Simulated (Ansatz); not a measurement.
# NaGeCl3 (model cell, started as cubic perovskite with Ge in the octahedra): phonons and vibrational spectra, part 3 of 3

How does NaGeCl3 (model cell, started as cubic perovskite with Ge in the octahedra) vibrate, and is this structure a minimum?

Ansatz 0.2.0; DFT PBEsol, scalar-relativistic, plane waves, PAW; PAW set soft_1.

So far. Step 6 (Relaxing to small forces for the phonons, k-mesh …): The forces vanish by symmetry and the pressure is 0.000 GPa, within the tolerances set. The cell now holds 26.96 Å³/atom. Step 7 (Linear response at the zone centre): Before it was imposed, the acoustic sum rule was missed by 4.1e-4 eV/Å² and the charge sum rule by 0.0018 e. Small misses are needed for a sound result but don't prove that mesh and cutoff are converged. The relaxed cell has a = 5.127 Å (conventional setting).

The structure was built from a prototype and need not be the compound's stable phase.

## Step 8: Response at finite wavevector

Stability and thermal properties need the whole zone. Linear response on a 2×2×2 q mesh gives force constants as far as a supercell of that size would, and the tensors from the zone-centre run are typed in so that the long-range dipole term is interpolated apart.

Input file input.yaml:

```yaml
crystal:
  lattice:
    - [5.1274103071, 0.0, 0.0]
    - [0.0, 5.1274103071, 0.0]
    - [0.0, 0.0, 5.1274103071]
  atoms:
    - { symbol: Na, position: [0.0, 0.0, 0.0] }
    - { symbol: Ge, position: [0.5, 0.5, 0.5] }
    - { symbol: Cl, position: [0.5, 0.5, 0.0] }
    - { symbol: Cl, position: [0.5, 0.0, 0.5] }
    - { symbol: Cl, position: [0.0, 0.5, 0.5] }
kpoints:
  mp_grid: { grid: [12, 12, 12] }
hamiltonian:
  xc: pbesol
  pseudopotentials: { kind: paw, azcp: { folder: soft_1 }, xc_functional: pbe }
scf:
  occupations: { method: fixed }
output:
  eigenvalues: true
phonons:
  method: dfpt
  qmesh: [2, 2, 2]
  temperatures: { t_max: 1000, t_step: 50 }
  qpath:
    path:
      - [[0.0, 0.0, 0.0], [0.0, 0.5, 0.0], [0.5, 0.5, 0.0], [0.0, 0.0, 0.0], [0.5, 0.5, 0.5], [0.0, 0.5, 0.0]]
      - [[0.5, 0.5, 0.5], [0.5, 0.5, 0.0]]
    npoints: 10
  non_analytic_term:
    high_frequency_dielectric_tensor: [[7.5307, 0.0, 0.0], [0.0, 7.5307, 0.0], [0.0, 0.0, 7.5307]]
    born_effective_charges:
      - { species: Na, tensor: [[1.3094, 0.0, 0.0], [0.0, 1.3094, 0.0], [0.0, 0.0, 1.3094]] }
      - { species: Ge, tensor: [[5.0496, 0.0, 0.0], [0.0, 5.0496, 0.0], [0.0, 0.0, 5.0496]] }
      - { species: Cl, tensor: [[-0.545, 0.0, 0.0], [0.0, -0.545, 0.0], [0.0, 0.0, -5.269]] }
      - { species: Cl, tensor: [[-0.545, 0.0, 0.0], [0.0, -5.269, 0.0], [0.0, 0.0, -0.545]] }
      - { species: Cl, tensor: [[-5.269, 0.0, 0.0], [0.0, -0.545, 0.0], [0.0, 0.0, -0.545]] }
    source: "zone-centre run at this cell"
```

Launch:

```
ansatz run input.yaml --threads 8 --pin off --max-ram 16384MiB --backend cpu --events-out ev --progress --plain --runs-dir out
```

Numbers of over 12 decimals in the logs are rounded to 6 here.

The program printed:

```text
[...]
Crystal: 5 atoms, lattice volume = 134.801 Å³
Basis set: ecut = 420 eV, 2601 PW (Γ), exchange–correlation on 72×72×72 points (8 copies of the dense FFT grid, shifted against one another)
Bands: 27, of which v1, the nominal top of the filled ones, is band 22 counted from 1 (21 counted from 0)
Symmetry: 48 space group operations
k-points: 84 of 1728
[...]
SCF iter   1: F=—  HF=-8918.521809 eV  |F-HF|=—  |Δ(HF+E_count)|=         —  Δρ=5.03e-2  dr2=2.94e0  ethr=3.10e-3  ⟨swp⟩=5.1  Hψ=9374  notcnv=0  defer=214
[...]
SCF iter  12: F=-8917.158549 eV  HF=-8917.158549 eV  |F-HF|=3.64e-12  |Δ(HF+E_count)|=  2.76e-10  Δρ=4.74e-8  dr2=5.21e-12  ethr=1.00e-12  ⟨swp⟩=15.4  Hψ=14758  notcnv=0
SCF 1 converged in 12 iterations: F = -8917.158549 eV  dr2 = 5.21e-12
[...]
DFPT response loops at q = (0, 0, 0) (fractional): preconditioner auto → none (the input reference at scf.mixing.eps_inf says where Resta's filter doesn't serve); β = 0.50; Broyden in place of MSR1
[...]
SCF converged after 12 iterations
Free energy (F): -8917.158549 eV
[...]
Internal energy: -8917.158549 eV  (E = F + TS)
E sigma→0 (E₀):  -8917.158549 eV
Fermi energy:    4.571986 eV
[...]
--- Band table (eV; the first three rows and the last of 84) ---
  k-point 0: bands = [... 18 lower, 0.6925, 0.7739, 0.7739, 0.7739, 5.4119, 9.4622, 9.4622, 9.4705, ... 1 higher]
  k-point 1: bands = [... 18 lower, 0.6807, 0.7632, 0.7632, 0.7768, 5.4892, 9.4169, 9.4478, 9.4478, ... 1 higher]
  k-point 2: bands = [... 18 lower, 0.6490, 0.7508, 0.7508, 0.8157, 5.7097, 9.0408, 9.2681, 9.4112, ... 1 higher]
  k-point 83: bands = [... 18 lower, 1.3479, 1.3479, 1.3479, 4.5720, 4.9197, 4.9197, 4.9197, 6.3794, ... 1 higher]
--- Phonons (Γ-DFPT): 4 representative perturbations + reference (Σ response iterations 12) ---
  ASR residual: 5.850e-5 → 0.000e0 eV/Å²; symmetrization residual: 5.549e-6 eV/Å²
  ASR residual per site (eV/Å²): 5.85e-5 1.68e-5 3.51e-5 3.51e-5 3.51e-5
[...]
--- Phonons (arbitrary-q DFPT): 4 irreducible q on the 2×2×2 mesh ---
  q = [0.0000, 0.0000, 0.0000] (star 1, of the zone-centre solve; hermiticity 1.78e-5, symmetrization 9.42e-12): -89.48 -89.48 -89.48 -0.00 -0.00 -0.00 15.84 15.84 15.84 34.58 34.58 34.58 103.34 103.34 103.34
  q = [0.0000, 0.0000, -0.5000] (star 3, 9 solved perturbations in 2646 linear systems a pass and spin channel, the states on 343 of 1728 k-point pairs; hermiticity 1.54e-6, symmetrization 2.08e-9): -82.21 -82.21 -20.44 -20.44 42.48 42.48 55.71 64.58 68.07 69.74 69.74 88.06 88.06 185.18 256.58
[...]
sum rule: each row above includes the acoustic sum rule's correction from the zone centre's row sums; it moved no ω² by more than (0.83 cm⁻¹)²
  mesh force constants: q→R imaginary residual 8.03e-18; ASR residual 5.850e-5 → 0.000e0 eV/Å²; symmetrization residual 5.329e-15 eV/Å²
  interpolated dispersion: 63 rows × 15 modes
  density of states and harmonic sums: on the 12×12×12 q-mesh, interpolated from the force constants of a 2×2×2 supercell (with the dipole–dipole term of supplied tensors)
  largest difference from the sums on the solved wave vectors: F 1.01e-1 eV, S 1.12e-4 and C_V 5.68e-5 eV/K
  zero-point energy: 0.075838 eV/cell   skipped modes (ω ≤ 0): 386, of them read as no rigid motion or as one in doubt: 383 (4.624e0 modes/cell left out, lowest -89.48 cm⁻¹)   left out of the sums: 3.08e-1 of the cell's modes: C_V's classical limit lies that fraction below 3 k_B per atom; for a crystal, a wire or a layer, F and S can be off by more, and a phonons.interpolated_qmesh denser along its periods is the remedy for the sampling
```

Wall time 5 min (8 threads of Arm Neoverse V1, shared host); peak memory 3 GiB.

Numbers from this step:

| Quantity | Value |
| --- | --- |
| sum-rule residual before enforcement | 5.85e-5 eV/Å² |
| lowest frequency on the path | -89.48 cm⁻¹ |
| highest frequency on the path or at a solved wavevector | 269 cm⁻¹ |
| lowest mode on the q mesh (acoustic modes at Γ apart) | -89.48 cm⁻¹ |

Frequencies (cm⁻¹) solved at each irreducible wavevector; negative means imaginary. Frequencies by wavevector, by row:

```csv
q in reciprocal lattice units,star,mode 1,mode 2,mode 3,mode 4,mode 13,mode 14,mode 15
0 0 0,1,-89.5,-89.5,-89.5,0,103.3,103.3,103.3
0 0 -0.5,3,-82.2,-82.2,-20.4,-20.4,88.1,185.2,256.6
0 -0.5 -0.5,3,-79.4,-79.4,-74.2,-71,186.1,231.5,262.1
-0.5 -0.5 -0.5,1,-83.5,-83.5,-83.5,-74.2,231.1,231.1,269
```

Interpolated from a 2×2×2 q mesh, with the LO-TO term (at Γ the limit along the path; where Γ stands inside the path, tables give the limit on arrival). Phonon branches along the path, in cm⁻¹:

| point | branch 1 | branch 2 | branch 3 | branch 4 | branch 12 | branch 13 | branch 14 | branch 15 |
| --- | --- | --- | --- | --- | --- | --- | --- | --- |
| Γ | -90 | -90 | -84 | 0 | 102 | 103 | 103 | 243 |
| halfway | -86 | -86 | -47 | 2 | 98 | 98 | 145 | 250 |
| X | -82 | -82 | -20 | -20 | 88 | 88 | 185 | 257 |
| halfway | -82 | -77 | -54 | -50 | 142 | 176 | 185 | 257 |
| M | -79 | -79 | -74 | -71 | 186 | 186 | 232 | 262 |
| halfway | -82 | -78 | -61 | -34 | 126 | 144 | 166 | 242 |
| Γ | -90 | -90 | -84 | 0 | 102 | 103 | 103 | 243 |
| halfway | -79 | -79 | -66 | -43 | 145 | 167 | 167 | 237 |
| R | -84 | -84 | -84 | -74 | 177 | 231 | 231 | 269 |
| halfway | -80 | -79 | -68 | -56 | 168 | 183 | 184 | 257 |
| X | -82 | -82 | -20 | -20 | 88 | 88 | 185 | 257 |
| jump to R | -84 | -84 | -84 | -74 | 177 | 231 | 231 | 269 |
| halfway | -81 | -81 | -78 | -74 | 182 | 182 | 231 | 263 |
| M | -79 | -79 | -74 | -71 | 186 | 186 | 232 | 262 |

Tetrahedra on a 12×12×12 mesh, mean over bins of 5 cm-1. Interpolated from a 2×2×2 q mesh. The phonon density of states by wavenumber; read off at these points:

wavenumber (cm⁻¹), phonon density of states (1/cm⁻¹/cell) and a bar:
```
      -88      0.022 ###
      -82      0.212 ##############################
      -72      0.058 ########
      -52      0.040 ######
      -38      0.025 ###
      -18      0.020 ###
       -2      0.015 ##
       12      0.019 ###
       32      0.042 ######
       48      0.052 #######
       62      0.058 ########
       82      0.061 #########
       98      0.078 ###########
      102      0.090 #############
      118      0.059 ########
      132      0.036 #####
      148      0.027 ####
      168      0.037 #####
      182      0.068 #########
      198      0.012 ##
      218      0.011 #
      232      0.001 
      252      0.051 #######
      258      0.057 ########
      268      0.001
```

The partial phonon density of states has structure finer than the step of the table below, so its rows give means over 10 cm⁻¹, whole bins alone (the curve runs from -99.5 to 285 cm⁻¹). Peaks (cm⁻¹: height): Cl -53.5: 0.0394, -26.9: 0.0376, 38.4: 0.0522, 81.9: 0.0539, 106.1: 0.0681, 137.6: 0.0418, 256.1: 0.0553; Ge 74.7: 0.0196, 111.0: 0.0243, 137.6: 0.0215, 147.3: 0.0223, 181.1: 0.0496; Na -80.1: 0.199.

Phonopy on the run's constants, 11x11x11 mesh, Gaussian sigma 2.7 cm-1. Interpolated from a 2×2×2 q mesh. Table of partial phonon density of states by wavenumber; means over each step; values in 1/cm⁻¹/cell:

```
wavenumber (cm⁻¹)       Cl       Ge       Na
              -90  0.00388   5.3e-5   0.0205
              -80   0.0288   8.9e-4    0.148
              -70   0.0286  0.00121   0.0428
              -60   0.0270  0.00130   0.0220
              -50   0.0296   9.0e-4  0.00969
              -40   0.0148   4.4e-4  0.00507
              -30   0.0301   6.8e-4  0.00279
              -20   0.0215   8.2e-4  0.00277
              -10  0.00776   4.1e-4   3.9e-4
                0  0.00278   2.3e-4   3.7e-4
               10   0.0114  0.00130   9.8e-4
               20   0.0229  0.00403  0.00105
               30   0.0408  0.00806  0.00238
               40   0.0470   0.0119  0.00358
               50   0.0311   0.0121  0.00219
               60   0.0349   0.0115  0.00276
               70   0.0425   0.0175  0.00401
               80   0.0478   0.0143  0.00434
               90   0.0461   0.0111  0.00402
              100   0.0640   0.0172  0.00386
              110   0.0556   0.0210  0.00415
              120   0.0285   0.0119  0.00364
              130   0.0146  0.00934   7.4e-4
              140   0.0297   0.0183   9.6e-4
              150  0.00935   0.0172  0.00139
              160  0.00618   0.0146   5.2e-4
              170  0.00952   0.0300  0.00138
              180   0.0184   0.0406  0.00152
              190   0.0185   0.0123   5.3e-4
              200  0.00204   2.4e-4   1.0e-5
              210   0.0122   2.6e-4   4.8e-6
              220   0.0133   1.3e-4        0
              230  0.00943   3.3e-4   5.1e-5
              240   0.0166  0.00366   6.1e-4
              250   0.0380  0.00325   6.0e-4
              260   0.0327   9.2e-4   1.9e-4
              270  0.00205   2.2e-5   8.0e-7
              280   3.9e-6        0        0
```

Symmetry leaves 4 wavevectors to solve. The lowest mode among them, the acoustic zeros apart, lies at Γ and is imaginary, 89.5i cm⁻¹, so the energy falls along it.

## Step 9: What came out

| Quantity | Value |
| --- | --- |
| space group after relaxation (within 0.01 Å) | Pm-3m |
| volume per atom | 27.0 Å³ |
| gap on the k-mesh | 0.348 eV |
| highest optical mode at the zone centre (no LO-TO term) | 103 cm⁻¹ |
| top of the zone-centre spectrum with the field | 243 cm⁻¹ |
| lowest optical zone-centre mode | -89.5 cm⁻¹ |
| mean high-frequency dielectric constant | 7.53 |
| largest Born charge (third of the trace) | 5.05 e |
| lowest mode on the q mesh (acoustic modes at Γ apart) | -89.5 cm⁻¹ |
| highest frequency on the path or at a solved wavevector | 269 cm⁻¹ |
| imaginary modes on the 2×2×2 q mesh | yes |

In words: Modes are clearly imaginary (beyond 10i cm⁻¹) at 4 of the 4 irreducible wavevectors, most at Γ (89.5i cm⁻¹), so this structure is not a minimum of the energy. Without the field, the optical modes at Γ span -89 to 103 cm⁻¹ (negative means imaginary). The highest mode in this list at Γ, 103.3 cm⁻¹, is mostly motion of Cl (73 % of the kinetic energy). With the macroscopic field of the longitudinal modes the top of the zone-centre spectrum lies at 243 cm⁻¹, against 103 cm⁻¹ without it. Among the real modes, the strongest infrared line is at 16 cm⁻¹. With the field response the log warns that the k mesh is coarse for the force constants too, so the frequencies may not be converged. The PAW files were made for PBE and serve the other functionals too. The starting cell was built on a prototype and not taken from a measurement, so the phase need not exist. These are harmonic frequencies at zero temperature: anharmonic shifts, linewidths and thermal expansion are left out.

[Logs are printed without paths, hosts, clocks, repeated set-up lines and the standing remarks that a program may print on its own settings, such as how far it seeks lower states.]

[Hosts, paths, dates, database ids (printed as entryN), source tags and the programs' standing remarks are cut or masked in the printed files.]
